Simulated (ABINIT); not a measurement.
An input for ABINIT 10.8.3 (CdF2 (Fm-3m)):

```
acell 3*1.0 Angstrom
rprim 
  0.000000000000 2.694000000000 2.694000000000
  2.694000000000 -0.000000000000 2.694000000000
  2.694000000000 2.694000000000 -0.000000000000
ntypat 2
znucl 48 9
natom 3
typat 1 2 2
xred 
  0.000000000000 0.000000000000 0.000000000000
  0.250000000000 0.250000000000 0.250000000000
  0.750000000000 0.750000000000 0.750000000000
pp_dirpath "pseudos"
pseudos "Cd.upf, F.upf"
ecut 47
ngkpt 4 4 4
nshiftk 1
shiftk 0 0 0
kptopt 1
chksymbreak 0
istwfk *1
occopt 1
irdwfk 1
optdriver 4
nband 46
gwcalctyp 28
ecutsigx 47
symsigma 0
nkptgw 8
kptgw 
  0.0000000000 0.0000000000 0.0000000000
  0.2500000000 0.0000000000 0.0000000000
  0.5000000000 0.0000000000 0.0000000000
  0.2500000000 0.2500000000 0.0000000000
  0.5000000000 0.2500000000 0.0000000000
  -0.2500000000 0.2500000000 0.0000000000
  0.5000000000 0.5000000000 0.0000000000
  -0.2500000000 0.5000000000 0.2500000000
bdgw 
  7 27
  7 27
  7 27
  7 27
  7 27
  7 27
  7 27
  7 27
ecuteps 4
irdscr 1
ppmodel 1
irdqps 1
rhoqpmix 0.3
indata_prefix "in"
outdata_prefix "out"
tmpdata_prefix "tmp"
```

```sh
OMP_NUM_THREADS=1 mpirun -n 8 abinit run.abi > log
```

Q: How long will it take on 8 MPI ranks of Arm Neoverse V1, shared host, and how much memory?

It took 77 s; on shared hardware allow 39 s to 2.6 min. Peak host memory was 3.4 GiB.

[Paths, hosts, dates, memory and timing lines, banners, echoed tables and standing remarks are left out of the program output.]

[Logs are printed without paths, hosts, clocks, repeated set-up lines and the standing remarks that a program may print on its own settings, such as how far it seeks lower states.]

[Runs of the session that timed out or met a known fault of the program may be left out.]

[Hosts, paths, dates, database ids (printed as entryN), source tags and the programs' standing remarks are cut or masked in the printed files.]

[G0W0 gaps are taken among the corrected bands and points alone; a level outside them can change the order at an edge.]

[Where Ansatz stands beside ABINIT at settings called matched, ABINIT's density can come from a denser mesh and the files from another edition; pairs whose starting gaps differed by over 0.03 eV were left out, so agreement reads better than it is.]
